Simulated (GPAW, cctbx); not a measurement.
# By hand: from a DFT structure factor to an extinction distance in CdIr

CdIr, P-6m2 (no. 187), a = 2.8856 Å, b = 2.8856 Å, c = 4.6227 Å, α = 90.00°, β = 90.00°, γ = 120.00°.

```
atom  mult.    x    y    z
 Ir1      1    0    0    0
 Cd1      1  2/3  1/3  1/2
```

The cell comes from substitution in a known structure type and wasn't matched to any measured phase.

A DFT run (GPAW, PBE, 450 eV, 9×9×5 k-points (along the axes of the calculation cell), Fermi–Dirac width 0.1 eV) gives the static X-ray structure factor of 001 as 28.186 e for the conventional cell; superposed free atoms give 27.913 e. **Problem.** Find the Fourier component V of the crystal potential and the two-beam extinction distance at 80 kV in both cases.

## 1. Geometry

The cell volume is Ω = 33.34 Å³ and d(001) = 4.6227 Å, so g = 1/d = 0.2163 Å⁻¹.

## 2. The nuclei

Electrons feel nuclei as well as electrons, so the nuclear charges are summed with the same phases.

Phase sums Σ exp(2πi h·x), turned so that the total is real and positive: Ir +1.000, Cd -1.000. Then F_Z = 77 × (+1.000) + 48 × (-1.000) = 29.00 e. The electron term has the same sign for this reflection.

## 3. Mott–Bethe

Poisson's equation, term by term, gives V = (e/4πε₀)(F_Z − F)/(πΩg²), with e/4πε₀ = 14.3996 V Å.

The prefactor is 14.3996 × 4.6227²/(π × 33.34) = 2.93826 V per electron. Free atoms: (29.00 − 27.913) × 2.93826 = 3.194 V. Crystal: (29.00 − 28.186) × 2.93826 = 2.392 V. F changes by +0.98 % and V by -25.1 %: the same 0.27 e is measured against F_Z − F = 1.1 e in place of F = 27.9 e.

## 4. Extinction distance

In the two-beam case ξ = 1/(λU) with U = 2γm₀eV/h², that is ξ = 150.41 V Å²/(γλV).

At 80 kV, λ = 0.04176 Å and γ = 1.1566. Free atoms: ξ = 975 Å. Crystal: ξ = 1302 Å. The thickness fringes go as sin²(πt/ξ), so the two patterns slip by a quarter of a period when t|1/ξ₁ − 1/ξ₀| = 1/4, at t ≈ 97 nm. Thermal motion, absorption and many-beam coupling, left out here, change a real pattern.

## 5. Answer

V(001) is 2.39 V against 3.19 V, and ξ is 1302 against 975 Å. Limits: static atoms, two beams.

[Outputs are excerpts: Python notices, other lines and further rows are left out; steps that failed or that the build refused (PBEsol, TPSS) are not shown.]

[Logs are printed without paths, hosts, clocks, repeated set-up lines and the standing remarks that a program may print on its own settings, such as how far it seeks lower states.]
